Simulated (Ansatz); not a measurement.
## How TiCo absorbs and reflects light

What colour and refractive index does TiCo have at this level of theory?

Program: Ansatz 0.2.0. Level of theory: DFT, PBE, plane-wave PAW, default files, scalar-relativistic, independent-particle optical response without local fields. Results are calculated unless marked as measured.

## Step 1: The structure

The structure is cubic, space group Pm-3m (No. 221). The conventional cell has a = 2.986 Å, b = 2.986 Å, c = 2.986 Å, α = 90.00°, β = 90.00°, γ = 90.00°. Nearest to Co lie 8 Ti at 2.59 Å. Nearest to Ti lie 8 Co at 2.59 Å. Farther neighbours are not listed.

## Step 2: Ground state and bands

First the ground state: is it a metal or has it a gap?

This step: DFT, PBE, plane-wave PAW, default files, scalar-relativistic, ground state (Ansatz 0.2.0).

The input, input.yaml:

```yaml
crystal:
  lattice:
    - [2.98611099, 0.0, 0.0]
    - [0.0, 2.98611099, 0.0]
    - [0.0, 0.0, 2.98611099]
  atoms:
    - { symbol: Co, position: [0.5, 0.5, 0.5] }
    - { symbol: Ti, position: [0.0, 0.0, 0.0] }
kpoints:
  mp_grid: { grid: [8, 8, 8] }
  band_path:
    path:
      - [[0.0, 0.0, 0.0], [0.0, 0.5, 0.0], [0.5, 0.5, 0.0], [0.0, 0.0, 0.0], [0.5, 0.5, 0.5], [0.0, 0.5, 0.0]]
      - [[0.5, 0.5, 0.0], [0.5, 0.5, 0.5]]
    npoints: 10
scf:
  occupations: { method: fermi_dirac, width: 0.05 }
  n_extra_bands: 6
hamiltonian:
  xc: pbe
  pseudopotentials: { kind: paw }
output:
  forces: true
  stress: true
  populations: true
  write_bands: true
  write_density: true
  write_potential: true
  elf: true
  volumetric_format: npy
```

Run with:

```console
$ ansatz run input.yaml --threads 4 --pin off --max-ram 8192MiB --backend cpu --events-out ev --progress --plain --runs-dir out
```

Numbers of over 12 decimals in the logs are rounded to 6 here.

What it wrote:

```text
scf.n_extra_bands = 6 over 15 filled bands (N_el = 29.0): the run solves 21 bands
Engine: ansatz 0.2.0, aarch64-unknown-linux-gnu
Pseudopotentials: kind: paw
Pseudopotential: Co, paw, valence charge 17, recommended cutoff 420 eV (normal), Co.paw.azcp
Pseudopotential: Ti, paw, valence charge 12, recommended cutoff 420 eV (normal), Ti.paw.azcp
Functional definition: PBE
  parameter kappa = 0.804
  parameter beta = 0.066725
  exchange = pbe_x(kappa = kappa, mu = beta*pi^2/3)
  correlation = pbe_c(beta = beta)
Crystal: 2 atoms, lattice volume = 26.627 Å³
Basis set: ecut = 420 eV, 485 PW (Γ), exchange–correlation on 40×40×40 points (8 copies of the dense FFT grid, shifted against one another)
Bands: 21, of which v1, the nominal top of the filled ones, is band 15 counted from 1 (14 counted from 0)
Symmetry: 48 space group operations
Space group: Pm-3m (ITA 221), of the structure as read, at distance tolerance 3.0e-5 Å
k-points: 35 of 512
Non-local potential: Co, projectors of the file, l = 0: 3, l = 1: 2, l = 2: 3, l = 3: 1
Non-local potential: Ti, projectors of the file, l = 0: 3, l = 1: 2, l = 2: 3, l = 3: 1
PAW form: soft (Blöchl's): semilocal exchange-correlation on the pseudo side does not see the compensation charge
PAW one-centre angular grid: Co, 590 points (default); XC on 64 Gauss nodes
PAW one-centre angular grid: Ti, 590 points (default); XC on 64 Gauss nodes
Initial density: superposition of atomic densities (neutral atoms: chi_scale 0, normalization atom), corrected by the library's trained network
Initial wavefunctions: pseudopotential atomic-orbital guess
Functional: x = pbe(κ = 0.804, μ = 0.219515), c = pbe(β = 0.066725)
SCF iter   1: F=—  HF=-7626.594974 eV  |F-HF|=—  |Δ(HF+E_count)|=         —  Δρ=4.19e-3  dr2=3.69e-3  ethr=1.77e-3  ⟨swp⟩=3.9  Hψ=2774  notcnv=0  defer=1
preconditioner: auto → none  [metal: Δε(μ)=0.087 eV  Ē_g=5.705 eV  σ=0.050 eV  W_gap=0.38  n_scr=6 (ndim 8)  ℏωp=25.9 eV  f_vac=0.000  D(μ)=1.86/eV (n_scr^D=18)  sad-step TF]
SCF iter   2: F=—  HF=-7626.595190 eV  |F-HF|=—  |Δ(HF+E_count)|=   2.16e-4  Δρ=3.82e-3  dr2=4.01e-3  ethr=1.27e-5  ⟨swp⟩=1.9  Hψ=1158  notcnv=0  defer=7
SCF iter   3: F=—  HF=-7626.594988 eV  |F-HF|=—  |Δ(HF+E_count)|=   2.03e-4  Δρ=1.49e-3  dr2=5.51e-4  ethr=1.27e-5  ⟨swp⟩=1.0  Hψ=722  notcnv=0  defer=7
SCF iter   4: F=—  HF=-7626.594970 eV  |F-HF|=—  |Δ(HF+E_count)|=   1.82e-5  Δρ=2.92e-4  dr2=1.18e-5  ethr=1.90e-6  ⟨swp⟩=1.0  Hψ=722  notcnv=0  defer=7
SCF iter   5: F=—  HF=-7626.594968 eV  |F-HF|=—  |Δ(HF+E_count)|=   1.37e-6  Δρ=5.41e-5  dr2=5.13e-7  ethr=4.06e-8  ⟨swp⟩=2.1  Hψ=945  notcnv=0  defer=7
SCF iter   6: F=-7626.594968 eV  HF=-7626.594968 eV  |F-HF|=2.36e-8  |Δ(HF+E_count)|=   1.24e-8  Δρ=1.26e-5  dr2=2.61e-8  ethr=3.45e-10  ⟨swp⟩=8.9  Hψ=4408  notcnv=0
SCF 1 converged in 6 iterations: F = -7626.594968 eV  dr2 = 2.61e-8
  greatest PAW one-centre occupation: 1.000 electrons in one spin orbital (limit 2), on the Co atom at site 0 (counted from 0), in its partial waves of l = 0
NSCF: frozen V_eff on 62 k-points
SCF converged after 6 iterations
Free energy (F): -7626.594968 eV
Harris-Foulkes:  -7626.594968 eV  (|F-HF|=2.36e-8)
Internal energy: -7626.577821 eV  (E = F + TS)
E sigma→0 (E₀):  -7626.586395 eV
Entropy (-TS):   -0.017147 eV (-8.573 meV/atom)
Fermi energy:    16.607529 eV
--- Per-component energies (eV) ---
  E_band       = -403.281963
  E_kinetic    = 729.570022
  E_local      = -3885.820627  (includes V_loc(G=0)·N_el)
  E_nonlocal   = 460.193132
  E_hartree    = 1641.197041
  E_xc         = -257.628716
  E_vxc        = -328.669386  (∫ρ·V_xc dr)
  E_paw        = -2563.039409  (= ΣΔE_a)
  E_vpaw       = -660.938595  (= ΣTr[D̂ρ^β])
  E_aug_tail   = 0.000177  (compensation charges beyond the density's cutoff)
  E_ewald      = -3751.049440
  E_smearing   = -0.017147  (= −TS)
  E_closure    = -0.000000  (closes the sum)
  Σ components = -7626.594968   (vs F -7626.594968, Δ=0.00e0)
--- Forces (eV/Å), atoms counted from 1 ---
  atom   1  Co     0.00000000     0.00000000     0.00000000
  atom   2  Ti    -0.00000000     0.00000000     0.00000000
  max |Σ_I F_I| component: 1.63e-28 eV/Å
--- Stress (GPa, compression-positive) ---
       -2.520144       0.000000       0.000000
        0.000000      -2.520144       0.000000
        0.000000       0.000000      -2.520144
  P = ⅓ Tr σ = -2.5201 GPa (-25.201 kbar)
--- Band table (eV; the first three rows and the last of 35) ---
  k-point 0: bands = [... 11 lower, 15.1718, 15.1718, 15.1718, 17.3977, 17.3977, 19.3233, 19.3233, 19.3233, ... 2 higher]
  k-point 1: bands = [... 11 lower, 15.1515, 15.1515, 15.2271, 17.2393, 17.4530, 18.9270, 18.9270, 19.2555, ... 2 higher]
  k-point 2: bands = [... 11 lower, 15.1126, 15.1126, 15.3690, 16.7969, 17.4861, 18.1457, 18.1457, 19.0833, ... 2 higher]
  k-point 34: bands = [... 11 lower, 14.5090, 14.5090, 14.5090, 16.0713, 16.0713, 19.7362, 19.7362, 23.6743, ... 2 higher]
--- Löwdin populations: 2 sites ---
  site symbol       q [e]
     0     Co     16.8579
     1     Ti     11.7852
  spilling = 0.012307 (of n_electrons = 29.000000)
```

Wall time 0.63 s (4 threads of Arm Neoverse V2, shared host); peak memory 0.32 GiB.

This run has no spin polarisation, although Co can carry a moment.

Numbers from this step:

* free energy: -7626.5950 eV
* Fermi energy: 16.61 eV
* electrons: 29
* symmetry operations: 48
* pressure: -2.520 GPa
* volume: 26.63 Å³
* gap on the path: 0 eV

There are states at the Fermi level within the smearing, so the occupations stay smeared and the carriers get a Drude term. The cell is left with a pressure of -2.5 GPa, as it stands unrelaxed at this level.

The electronic bands at the labelled points (eV, zero at the Fermi level; # counts the bands kept):

```tsv
point	#4	#5	#6	#7	#8	#9	#10	#11
Γ	-1.44	-1.44	-1.44	0.79	0.79	2.72	2.72	2.72
halfway	-1.50	-1.50	-1.24	0.19	0.88	1.54	1.54	2.48
X	-1.51	-1.51	-1.01	-0.78	0.12	0.64	0.64	2.21
halfway	-1.98	-1.87	-1.25	-0.22	0.46	1.27	1.77	2.42
M	-2.38	-0.57	-0.13	0.62	0.62	1.23	2.58	2.58
halfway	-1.91	-1.70	-1.35	0.49	0.72	0.87	1.44	2.60
Γ	-1.44	-1.44	-1.44	0.79	0.79	2.72	2.72	2.72
halfway	-2.16	-2.11	-2.11	0.71	0.71	1.59	1.59	1.94
R	-2.10	-2.10	-2.10	-0.54	-0.54	3.13	3.13	7.07
halfway	-2.31	-2.02	-1.44	-0.24	0.35	1.24	2.42	3.80
X	-1.51	-1.51	-1.01	-0.78	0.12	0.64	0.64	2.21
jump to M	-2.38	-0.57	-0.13	0.62	0.62	1.23	2.58	2.58
halfway	-2.48	-1.04	-1.04	-0.55	-0.17	1.92	3.09	5.12
R	-2.10	-2.10	-2.10	-0.54	-0.54	3.13	3.13	7.07
```

Electrostatic potential energy in the ac plane at fractional y = 0.000, with atoms of Ti within 0.2 Å of it. With pseudopotentials it is smooth inside the atoms' cores, unlike the true potential.

Values in eV, 15 rows by 15 columns:
```
-23 -23 -21 -16  -6   7  14  16  16  14   7  -6 -16 -21 -23
-22 -21 -18 -12  -1  10  14  16  16  14  10  -1 -12 -18 -21
-18 -16 -12  -4   7  13  16  17  17  16  13   7  -4 -12 -16
 -7  -6  -1   7  12  15  17  18  18  17  15  12   7  -1  -6
  6   7  10  13  15  17  18  18  18  18  17  15  13  10   7
 13  14  14  16  17  18  18  19  19  18  18  17  16  14  14
 15  16  16  17  18  18  19  19  19  19  18  18  17  16  16
 15  16  16  17  18  18  19  19  19  19  18  18  17  16  16
 13  14  14  16  17  18  18  19  19  18  18  17  16  14  14
  6   7  10  13  15  17  18  18  18  18  17  15  13  10   7
 -7  -6  -1   7  12  15  17  18  18  17  15  12   7  -1  -6
-18 -16 -12  -4   7  13  16  17  17  16  13   7  -4 -12 -16
-22 -21 -18 -12  -1  10  14  16  16  14  10  -1 -12 -18 -21
-23 -23 -21 -16  -6   7  14  16  16  14   7  -6 -16 -21 -23
-23 -23 -22 -18  -7   6  13  15  15  13   6  -7 -18 -22 -23
```
Atoms in or near the plane, at fractional coordinates: Ti at (0.00, 0.00).

ELF in the ac plane at fractional y = 0.000, with atoms of Ti within 0.2 Å of it. It is the smooth field of the valence electrons, not physical close to the nuclei.

Ten even steps from '_' (0.00) to '@' (0.65):
```
..==%%@@++....----....++@@%%==
##%%@@%%--..::====::..--%%@@%%
@@@@%%==::::==++++==::::==%%@@
++++--::::--++****++--::::--++
......::--++**####**++--::....
....::==++**########**++==::..
----==++**####****####**++==--
----==++**####****####**++==--
....::==++**########**++==::..
......::--++**####**++--::....
++++--::::--++****++--::::--++
@@@@%%==::::==++++==::::==%%@@
##%%@@%%--..::====::..--%%@@%%
..==%%@@++....----....++@@%%==
__..##@@++....----....++@@##..
```
Atoms in or near the plane, at fractional coordinates: Ti at (0.00, 0.00).

## Step 3: Spectrum

With the density converged, the vertical transitions are summed over the zone.

This step: DFT, PBE, plane-wave PAW, default files, scalar-relativistic, independent-particle optical response without local fields (Ansatz 0.2.0).

input.yaml, the sections that differ from step 2:

```yaml
kpoints:
  mp_grid: { grid: [10, 10, 10] }
scf:
  occupations: { method: fermi_dirac, width: 0.05 }
output:
  optics:
    e_range: [0, 20]
    de: 0.05
    sigma: 0.1
    drude_damping: 0.05
    nscf_kmesh: { grid: [12, 12, 12] }
    bands: { spectra_wanted_up_to: 20 }
# crystal, hamiltonian: as in step 2
```

What it wrote:

```text
[...]
Crystal: 2 atoms, lattice volume = 26.627 Å³
Basis set: ecut = 420 eV, 485 PW (Γ)
Bands: 19, of which v1, the nominal top of the filled ones, is band 15 counted from 1 (14 counted from 0)
Symmetry: 48 space group operations
[...]
k-points: 56 of 1000
[...]
SCF iter   1: F=—  HF=-7626.586844 eV  |F-HF|=—  |Δ(HF+E_count)|=         —  Δρ=4.57e-3  dr2=3.21e-3  ethr=1.77e-3  ⟨swp⟩=3.5  Hψ=4059  notcnv=0
[...]
SCF iter   9: F=-7626.587012 eV  HF=-7626.587012 eV  |F-HF|=0.00e0  |Δ(HF+E_count)|=  3.64e-12  Δρ=3.81e-8  dr2=2.03e-13  ethr=1.00e-12  ⟨swp⟩=2.4  Hψ=2167  notcnv=0
SCF 1 converged in 9 iterations: F = -7626.587012 eV  dr2 = 2.03e-13
[...]
NSCF: frozen V_eff on 84 k-points
output.optics: what the bands over the 36 summed would add to eps1, eps2 and the energy-loss function is held between a lower and an upper bound (6 Lanczos steps). eps1, eps2 and their loss function (loss_summed_bands) are given on every row as the summed bands alone make them. Along an axis, on a row where the two bounds hold the loss function to about 1 % of the greater of itself and 0.5 % of |1/eps|, its cell (loss_completed) is given, with the completed eps1 and eps2 that it is formed of (a cell that is left empty reads nan in the table and null in the record). The two bounds hold it so along every axis on all 400 rows up to 20.000 eV. [rest of the remark cut]
SCF converged after 9 iterations
Free energy (F): -7626.587012 eV
[...]
Internal energy: -7626.564328 eV  (E = F + TS)
E sigma→0 (E₀):  -7626.575670 eV
Entropy (-TS):   -0.022684 eV (-11.342 meV/atom)
Fermi energy:    16.653365 eV
[...]
--- Band table (eV; the first three rows and the last of 56) ---
  k-point 0: bands = [... 11 lower, 15.1837, 15.1837, 15.1837, 17.4134, 17.4134, 19.3421, 19.3421, 19.3421]
  k-point 1: bands = [... 11 lower, 15.1701, 15.1701, 15.2196, 17.3113, 17.4510, 19.0760, 19.0760, 19.2980]
  k-point 2: bands = [... 11 lower, 15.1392, 15.1392, 15.3173, 17.0178, 17.5125, 18.4811, 18.4811, 19.1788]
  k-point 55: bands = [... 11 lower, 14.5173, 14.5173, 14.5173, 16.0842, 16.0842, 19.7569, 19.7569, 23.6748]
```

Run time: 9.8 s. Hardware: 4 threads; peak memory 1 GiB.

Read-outs, printed or worked out from the files:

| Item | Value |
| --- | --- |
| main peak of the optical conductivity above 1 eV, first axis | 2.525 eV |
| Drude plasma energy, first axis | 5.688 eV |
| bands summed | 36 |
| spectra valid up to | 31.57 eV |
| program's estimate of the k-sum error in Im epsilon | 0.25 % |
| electrons in the f-sum | 14.23 |

The Im ε, any direction has structure finer than the step of the table below, so its rows give means over 1 eV, whole bins alone (the curve runs from 0.3 to 20 eV). Peaks (eV: height): 2.5: 40.6, 3.9: 25.4.

The Im ε, any direction by photon energy; means over each step:

```tsv
photon energy (eV)	Im ε, any direction
1	20.5
2	24.9
3	24.6
4	19.8
5	6.89
6	3.39
7	3.04
8	2.56
9	1.98
10	2.42
11	2.05
12	1.63
13	1.38
14	1.19
15	1.01
16	0.918
17	0.890
18	1.05
19	0.902
```

Table of Re ε, any direction by photon energy:

```tsv
photon energy (eV)	Re ε, any direction
1	-16.7
2	13.4
3	-3.24
4	-8.65
5	-9.11
6	-4.55
7	-3.17
8	-1.93
9	-0.472
10	-0.605
11	-0.857
12	-0.603
13	-0.384
14	-0.207
15	-0.0304
16	0.204
17	0.343
18	0.462
19	0.301
20	0.295
```

The reflectivity at normal incidence, any direction has structure finer than the step of the table below, so its rows give means over 1 eV, whole bins alone (the curve runs from 0.3 to 20 eV). Peaks (eV: height): 2.8: 66.0, 4.4: 73.2, 6.8: 63.1, 7.5: 52.9, 8.6: 47.7, 10.8: 32.9.

Table of reflectivity at normal incidence, any direction by photon energy; means over each step:

```tsv
photon energy (eV)	reflectivity at normal incidence, any direction (%)
1	69.1
2	51.9
3	59.4
4	64.1
5	70.8
6	62.4
7	54.2
8	43.3
9	33.2
10	28.4
11	31.7
12	28.9
13	25.2
14	21.9
15	17.8
16	12.8
17	9.55
18	10.0
19	10.8
```

Values under 1 per cm are given as 1. The absorption coefficient, any direction by photon energy:

photon energy (eV), log10 absorption coefficient, any direction (1/cm) and a bar from the least value:
```
    0.500        5.7 ###########
    1.000        5.6 ########
    1.500        5.4 
    2.000        5.7 ###########
    2.500        6.0 ######################
    3.000        6.0 #####################
    3.500        6.1 ########################
    4.000        6.2 #############################
    4.500        6.2 ##############################
    5.000        6.2 #############################
    5.500        6.2 ############################
    6.000        6.1 ##########################
    6.500        6.1 #########################
    7.000        6.1 #########################
    7.500        6.1 ##########################
    8.000        6.1 #########################
    8.500        6.1 #########################
    9.000        6.0 #####################
    9.500        6.1 #######################
   10.000        6.1 #########################
   10.500        6.1 ##########################
   11.000        6.1 ##########################
   11.500        6.1 #########################
   12.000        6.1 #########################
   12.500        6.1 #########################
   13.000        6.1 ########################
   13.500        6.1 ########################
   14.000        6.1 ########################
   14.500        6.1 #######################
   15.000        6.0 ######################
   15.500        6.0 #####################
   16.000        6.0 #####################
   16.500        6.0 #####################
   17.000        6.0 ####################
   17.500        6.0 ####################
   18.000        6.0 ######################
   18.500        6.1 ########################
   19.000        6.0 ######################
   19.500        6.0 ######################
   20.000        6.1 #######################
```

Loss function −Im 1/ε at q → 0, any direction against energy loss; read off at these points:

energy loss (eV), loss function −Im 1/ε at q → 0, any direction and a bar:
```
     0.50       0.00 
     1.00       0.03 #
     1.50       0.05 #
     2.00       0.03 #
     2.50       0.02 #
     3.00       0.05 #
     3.50       0.05 #
     4.00       0.04 #
     4.50       0.04 #
     5.00       0.05 #
     5.50       0.06 ##
     6.00       0.10 ###
     6.40       0.21 ######
     6.50       0.16 ####
     7.00       0.15 ####
     7.25       0.31 ########
     7.50       0.19 #####
     7.75       0.33 #########
     8.00       0.24 #######
     8.50       0.26 #######
     9.00       0.52 ##############
     9.50       0.40 ###########
    10.00       0.39 ###########
    10.50       0.37 ##########
    11.00       0.42 ############
    11.50       0.48 #############
    12.00       0.55 ###############
    12.50       0.61 #################
    13.00       0.68 ###################
    13.50       0.75 ####################
    14.00       0.81 ######################
    14.50       0.91 #########################
    15.00       0.97 ###########################
    15.50       1.08 ##############################
    15.60       1.09 ##############################
    16.00       1.03 ############################
    16.50       1.03 ############################
    17.00       0.98 ###########################
    17.50       0.84 #######################
    18.00       0.79 ######################
    18.50       0.95 ##########################
    19.00       1.01 ############################
    19.50       1.03 ############################
    20.00       1.02 ############################
```

At chosen wavelengths:

```tsv
wavelength (nm)	n	k	R (%)	1/α
1550	1.70	6.665	86.8	19 nm
633	4.55	2.658	52.0	19 nm
532	5.06	3.077	56.2	14 nm
405	2.91	3.193	54.3	10 nm
365	3.09	3.454	56.9	8.4 nm
308	2.88	4.221	65.0	5.8 nm
193	1.09	1.806	42.9	8.5 nm
```

In reflection the computed colour is faintly blue: x = 0.295, y = 0.311, luminous reflectivity 55 %.

## Step 4: Results

| Item | Value |
| --- | --- |
| gap on the path | 0 eV |
| main peak of the optical conductivity above 1 eV, first axis | 2.52 eV |
| Drude plasma energy, first axis | 5.69 eV |

In words: At this level (PBE, independent particles) TiCo is a metal with a Drude plasma energy of 5.7 eV; it reflects 54 % at 550 nm. Along x the bare Drude plasma energy is 5.7 eV; Re ε first rises through zero at 1.28 eV, far lower, because interband transitions screen the carriers. Im ε is 12 there, so the loss peak at that energy is weak. In reflection the computed colour is faintly blue: x = 0.295, y = 0.311, luminous reflectivity 55 %. In the base run ε includes the program's bounded estimate of what the bands above those summed add. The carriers' damping of 0.05 eV is typed, not computed; at 0.8 eV the carriers give 14 % of Im ε along the first axis; the rest comes from the sum over bands, which at low energy also holds close bands and the noise of the mesh. The run has no spin polarisation; magnetic order or correlation, untested here, could change the spectrum. The Fermi-Dirac width of 0.05 eV acts as an electron temperature of 580 K in the carriers' term.

[Logs are printed without paths, hosts, clocks, repeated set-up lines and the standing remarks that a program may print on its own settings, such as how far it seeks lower states.]

[Hosts, paths, dates, database ids (printed as entryN), source tags and the programs' standing remarks are cut or masked in the printed files.]
